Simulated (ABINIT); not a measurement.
# Quasiparticle gap of KMgF3 (Pm-3m) in ABINIT

How does a plane-wave GW calculation on KMgF3 (Pm-3m) run from the first input to the gap?

Program: ABINIT 10.8.3. Level of theory: PBE and many-body steps on it, plane waves. Results are calculated unless marked as measured.

This is a report of a sequence of runs, with most program output left out.

**1. The structure**

It takes space group Pm-3m (No. 221, cubic). The conventional cell has a = 3.986 Å, b = 3.986 Å, c = 3.986 Å, α = 90.00°, β = 90.00°, γ = 90.00°. K has 12 F at 2.82 Å nearest. Nearest to Mg lie 6 F at 1.99 Å. Nearest to F lie 2 Mg at 1.99 Å and 4 K at 2.82 Å. Farther neighbours and most contacts between anions are not listed.

The cell and positions come from the Crystallography Open Database and are kept as given unless a step says otherwise.

**2. Ground state**

This step: ABINIT 10.8.3; DFT, PBE, plane waves, norm-conserving pseudopotentials.

The ground-state density comes first.

File run.abi:

```
acell 3*1.0 Angstrom
rprim 
  3.985900000000 0.000000000000 0.000000000000
  0.000000000000 3.985900000000 0.000000000000
  0.000000000000 0.000000000000 3.985900000000
ntypat 3
znucl 19 12 9
natom 5
typat 1 2 3 3 3
xred 
  0.500000000000 0.500000000000 0.500000000000
  0.000000000000 0.000000000000 0.000000000000
  0.500000000000 0.000000000000 0.000000000000
  0.000000000000 0.500000000000 0.000000000000
  0.000000000000 0.000000000000 0.500000000000
pp_dirpath "pseudos"
pseudos "K.upf, Mg.upf, F.upf"
ecut 38
ngkpt 6 6 6
nshiftk 1
shiftk 0 0 0
kptopt 1
chksymbreak 0
nband 26
occopt 1
tolvrs 1e-10
nstep 60
prtwf 0
optforces 0
optstress 0
indata_prefix "in"
outdata_prefix "out"
tmpdata_prefix "tmp"
```

The run is started by

```bash
$ OMP_NUM_THREADS=1 mpirun -n 4 abinit run.abi > log
```

Run time: 27 s. Hardware: 4 MPI ranks of Arm Neoverse V2, shared host; peak memory 0.35 GiB; 1.8 min of CPU time.

This step gave:

```yaml
total_energy: -4456.1881 eV
gap: 7.354 eV
k_of_the_valence_top: 0.5, 0.5, 0.5
k_of_the_conduction_bottom: 0, 0, 0
least_direct_gap: 7.679 eV
```

The gap is indirect, with the least direct gap 0.33 eV higher.

**3. Bands along the symmetry lines**

The cheap functional maps the bands first; the places of the edges decide which points the dearer methods must see.

File run.abi:

```
acell 3*1.0 Angstrom
rprim 
  3.985900000000 0.000000000000 0.000000000000
  0.000000000000 3.985900000000 0.000000000000
  0.000000000000 0.000000000000 3.985900000000
ntypat 3
znucl 19 12 9
natom 5
typat 1 2 3 3 3
xred 
  0.500000000000 0.500000000000 0.500000000000
  0.000000000000 0.000000000000 0.000000000000
  0.500000000000 0.000000000000 0.000000000000
  0.000000000000 0.500000000000 0.000000000000
  0.000000000000 0.000000000000 0.500000000000
pp_dirpath "pseudos"
pseudos "K.upf, Mg.upf, F.upf"
ecut 38
iscf -2
irdden 1
kptopt 0
nkpt 50
kpt 
  0.00000000 0.00000000 0.00000000
  0.00000000 0.06250000 0.00000000
  0.00000000 0.12500000 0.00000000
  0.00000000 0.18750000 0.00000000
  0.00000000 0.25000000 0.00000000
  0.00000000 0.31250000 0.00000000
  0.00000000 0.37500000 0.00000000
  0.00000000 0.43750000 0.00000000
  0.00000000 0.50000000 0.00000000
  0.06250000 0.50000000 0.00000000
  0.12500000 0.50000000 0.00000000
  0.18750000 0.50000000 0.00000000
  0.25000000 0.50000000 0.00000000
  0.31250000 0.50000000 0.00000000
  0.37500000 0.50000000 0.00000000
  0.43750000 0.50000000 0.00000000
  0.50000000 0.50000000 0.00000000
  0.43750000 0.43750000 0.00000000
  0.37500000 0.37500000 0.00000000
  0.31250000 0.31250000 0.00000000
  0.25000000 0.25000000 0.00000000
  0.18750000 0.18750000 0.00000000
  0.12500000 0.12500000 0.00000000
  0.06250000 0.06250000 0.00000000
  0.00000000 0.00000000 0.00000000
  0.06250000 0.06250000 0.06250000
  0.12500000 0.12500000 0.12500000
  0.18750000 0.18750000 0.18750000
  0.25000000 0.25000000 0.25000000
  0.31250000 0.31250000 0.31250000
  0.37500000 0.37500000 0.37500000
  0.43750000 0.43750000 0.43750000
  0.50000000 0.50000000 0.50000000
  0.43750000 0.50000000 0.43750000
  0.37500000 0.50000000 0.37500000
  0.31250000 0.50000000 0.31250000
  0.25000000 0.50000000 0.25000000
  0.18750000 0.50000000 0.18750000
  0.12500000 0.50000000 0.12500000
  0.06250000 0.50000000 0.06250000
  0.00000000 0.50000000 0.00000000
  0.50000000 0.50000000 0.50000000
  0.50000000 0.50000000 0.43750000
  0.50000000 0.50000000 0.37500000
  0.50000000 0.50000000 0.31250000
  0.50000000 0.50000000 0.25000000
  0.50000000 0.50000000 0.18750000
  0.50000000 0.50000000 0.12500000
  0.50000000 0.50000000 0.06250000
  0.50000000 0.50000000 0.00000000
istwfk *1
nband 27
nbdbuf 2
tolwfr 1e-08
nstep 40
prtwf 0
prtvol 0
indata_prefix "in"
outdata_prefix "out"
tmpdata_prefix "tmp"
```

It took 32 s on 4 MPI ranks; peak memory 0.36 GiB; 2.2 min of CPU time.

Numbers from this step:

```
gap                        : 7.354 eV
k of the valence top       : 0.5, 0.5, 0.5
k of the conduction bottom : 0, 0, 0
least direct gap           : 7.679 eV
```

The gap is 7.354 eV, as in the run before at this level.

The electronic bands at the labelled points (eV, zero at the top of the highest filled band):

```csv
point,band 17,band 18,band 19,band 20,band 21,band 22,band 23,band 24
Γ,-0.62,-0.33,-0.33,-0.33,7.35,10.12,10.12,12.25
halfway,-0.73,-0.73,-0.43,-0.43,8.36,10.61,10.67,12.50
X,-0.85,-0.85,-0.53,-0.53,10.15,10.49,11.14,12.79
halfway,-0.94,-0.74,-0.65,-0.27,10.76,10.83,11.69,12.62
M,-1.03,-0.89,-0.89,-0.02,10.94,11.71,12.66,12.66
halfway,-0.83,-0.60,-0.58,-0.31,9.16,10.99,11.28,12.45
Γ,-0.62,-0.33,-0.33,-0.33,7.35,10.12,10.12,12.25
halfway,-1.20,-0.35,-0.35,-0.32,9.69,11.41,11.41,12.41
R,-1.12,0.00,0.00,0.00,10.48,10.48,10.48,13.99
halfway,-1.09,-0.38,-0.37,-0.22,10.73,11.03,11.65,12.19
X,-0.85,-0.85,-0.53,-0.53,10.15,10.49,11.14,12.79
jump to R,-1.12,0.00,0.00,0.00,10.48,10.48,10.48,13.99
halfway,-1.12,-0.31,-0.31,-0.01,10.71,11.15,11.15,12.43
M,-1.03,-0.89,-0.89,-0.02,10.94,11.71,12.66,12.66
```

**4. Empty states on the mesh, 2×2×2 mesh, 67 bands**

The sums over transitions need many empty states on a uniform mesh; this step solves for them.

File run.abi:

```
acell 3*1.0 Angstrom
rprim 
  3.985900000000 0.000000000000 0.000000000000
  0.000000000000 3.985900000000 0.000000000000
  0.000000000000 0.000000000000 3.985900000000
ntypat 3
znucl 19 12 9
natom 5
typat 1 2 3 3 3
xred 
  0.500000000000 0.500000000000 0.500000000000
  0.000000000000 0.000000000000 0.000000000000
  0.500000000000 0.000000000000 0.000000000000
  0.000000000000 0.500000000000 0.000000000000
  0.000000000000 0.000000000000 0.500000000000
pp_dirpath "pseudos"
pseudos "K.upf, Mg.upf, F.upf"
ecut 38
ngkpt 2 2 2
nshiftk 1
shiftk 0 0 0
kptopt 1
chksymbreak 0
iscf -2
irdden 1
istwfk *1
nband 67
nbdbuf 6
tolwfr 1e-09
nstep 60
prtvol 0
indata_prefix "in"
outdata_prefix "out"
tmpdata_prefix "tmp"
```

Elapsed: 8.5 s, on 4 MPI ranks; peak memory 0.29 GiB.

Numbers from this step:

```
gap                                                           : 7.354 eV
k of the valence top                                          : 0.5, 0.5, 0.5
k of the conduction bottom                                    : 0, 0, 0
least direct gap                                              : 7.679 eV
k points computed                                             : 4
lowest point of the top converged band, above the valence top : 41.18 eV
```

On this mesh the gap is 7.354 eV.

**5. Screening, 2×2×2 mesh, 61 bands, screening to 106.1 eV**

The RPA dielectric matrix is built and inverted for each q.

This step: RPA screening on PBE, plane waves, norm-conserving pseudopotentials.

run.abi: that of step 4 with these lines changed.

```diff
@@ -23,10 +23,11 @@
 chksymbreak 0
-iscf -2
-irdden 1
 istwfk *1
-nband 67
-nbdbuf 6
-tolwfr 1e-09
-nstep 60
-prtvol 0
+occopt 1
+irdwfk 1
+optdriver 3
+nband 61
+ecuteps 3.9
+inclvkb 2
+awtr 1
+symchi 1
 indata_prefix "in"
```

Wall time 5.8 s (4 MPI ranks); peak memory 0.54 GiB.

This step gave:

| Item | Value |
| --- | --- |
| ε∞ with local fields, on this mesh, along the program's q direction | 2.007 |
| the same without local fields | 2.14 |
| plasma frequency | 29.51 eV |
| plane waves in the screening matrix | 171 |

Local fields lower ε∞ by 6 %. On a Γ-centred mesh this coarse the value itself is usually too large, while a short band sum pulls it down.

**6. Self-energy, 2×2×2 mesh, 61 bands, screening to 106.1 eV**

The self-energy is evaluated for the states that the input lists, and the levels follow from it, in one-shot runs by the linearised quasiparticle equation.

This step: G0W0 on PBE, plane waves, norm-conserving pseudopotentials.

run.abi: that of step 5 with these lines changed.

```diff
@@ -26,8 +26,17 @@
 irdwfk 1
-optdriver 3
+optdriver 4
 nband 61
+gwcalctyp 0
+ecutsigx 38
+symsigma 1
+nkptgw 2
+kptgw 
+  0.5000000000 0.5000000000 0.5000000000
+  0.0000000000 0.0000000000 0.0000000000
+bdgw 
+  18 23
+  18 23
 ecuteps 3.9
-inclvkb 2
-awtr 1
-symchi 1
+irdscr 1
+ppmodel 1
 indata_prefix "in"
```

Elapsed: 3.9 s, on 4 MPI ranks; peak memory 0.64 GiB; 15 s of CPU time.

Numbers from this step:

```
G0W0 gap on the points computed              : 11.15 eV
starting gap on the mesh                     : 7.354 eV
k of the valence top                         : 0.5, 0.5, 0.5
k of the conduction bottom                   : 0, 0, 0
Z at the valence top                         : 0.83
Z at the conduction bottom                   : 0.899
least direct G0W0 gap on the computed points : 11.51 eV
```

The gap on the mesh goes from 7.35 eV to 11.15 eV, a correction of +3.80 eV.

Limits: finite bands, cutoff and mesh; coarse k mesh. v1 is the top filled band, c1 the lowest empty one. Levels before and after the correction, in eV, zero at the valence-band top of each column:

```csv
,conduction bottom,valence top
Kohn-Sham,7.35,0.00
G0W0,11.15,0.00
```

```csv
,level,energy (eV)
Kohn-Sham,(0.5 0.5 0.5) v3-v1,0.000
Kohn-Sham,(0.5 0.5 0.5) c1-c3,10.483
Kohn-Sham,Γ v3-v1,-0.326
Kohn-Sham,Γ c1,7.354
Kohn-Sham,Γ c2-c3,10.117
G0W0,(0.5 0.5 0.5) v3-v1,0.000
G0W0,(0.5 0.5 0.5) c1-c3,15.214
G0W0,Γ v3-v1,-0.361
G0W0,Γ c1,11.149
G0W0,Γ c2-c3,14.658
```

**7. Where the time went**

Times are wall times on 4 MPI ranks of Arm Neoverse V2, shared host, good to a factor of about two.

```csv
step,time,share,memory (GiB)
ground state,27 s,35 %,0.35
bands along the symmetry lines,32 s,42 %,0.36
empty states on the mesh,8.5 s,11 %,0.29
screening,5.8 s,7 %,0.54
self-energy,3.9 s,5 %,0.64
```

**8. Outcome**

```
PBE gap              : 7.35 eV, indirect
G0W0 gap on the mesh : 11.15 eV
GW settings          : 2×2×2 mesh, 61 bands, screening to 106.1 eV, Godby-Needs plasmon pole
known limits         : not at the basis limit; coarse k mesh
```

What this shows: G0W0 moves the gap on the mesh from 7.35 eV to 11.15 eV (+3.80 eV), with Z of 0.83 and 0.90 at the edges. Local fields lower the RPA ε∞ on this mesh from 2.14 to 2.01; a Γ-centred mesh this coarse tends to raise both, most where the direct gap is narrow, while a short band sum lowers them. Only 2 of the mesh's irreducible points were corrected, so a valley elsewhere could overtake. Bands and cutoff are finite, so the gap is not at the basis limit. The miss can reach some tenths of an eV and take either sign; the mesh is an error of its own. In the G0W0 run levels were corrected at 2 k points alone, so a gap called «on the mesh» is the least over those, and an edge elsewhere would be missed. The 2×2×2 mesh is coarse for this cell, which bears on the long-range parts of exchange and screening. This is the ideal cubic cell; many perovskites, halides above all, are cubic only on average, and local tilts or off-centring can widen the gap.

[Paths, hosts, dates, memory and timing lines, banners, echoed tables and standing remarks are left out of the program output.]

[Logs are printed without paths, hosts, clocks, repeated set-up lines and the standing remarks that a program may print on its own settings, such as how far it seeks lower states.]

[Runs of the session that timed out or met a known fault of the program may be left out.]

[Hosts, paths, dates, database ids (printed as entryN), source tags and the programs' standing remarks are cut or masked in the printed files.]

[G0W0 gaps are taken among the corrected bands and points alone; a level outside them can change the order at an edge.]

[Where Ansatz stands beside ABINIT at settings called matched, ABINIT's density can come from a denser mesh and the files from another edition; pairs whose starting gaps differed by over 0.03 eV were left out, so agreement reads better than it is.]
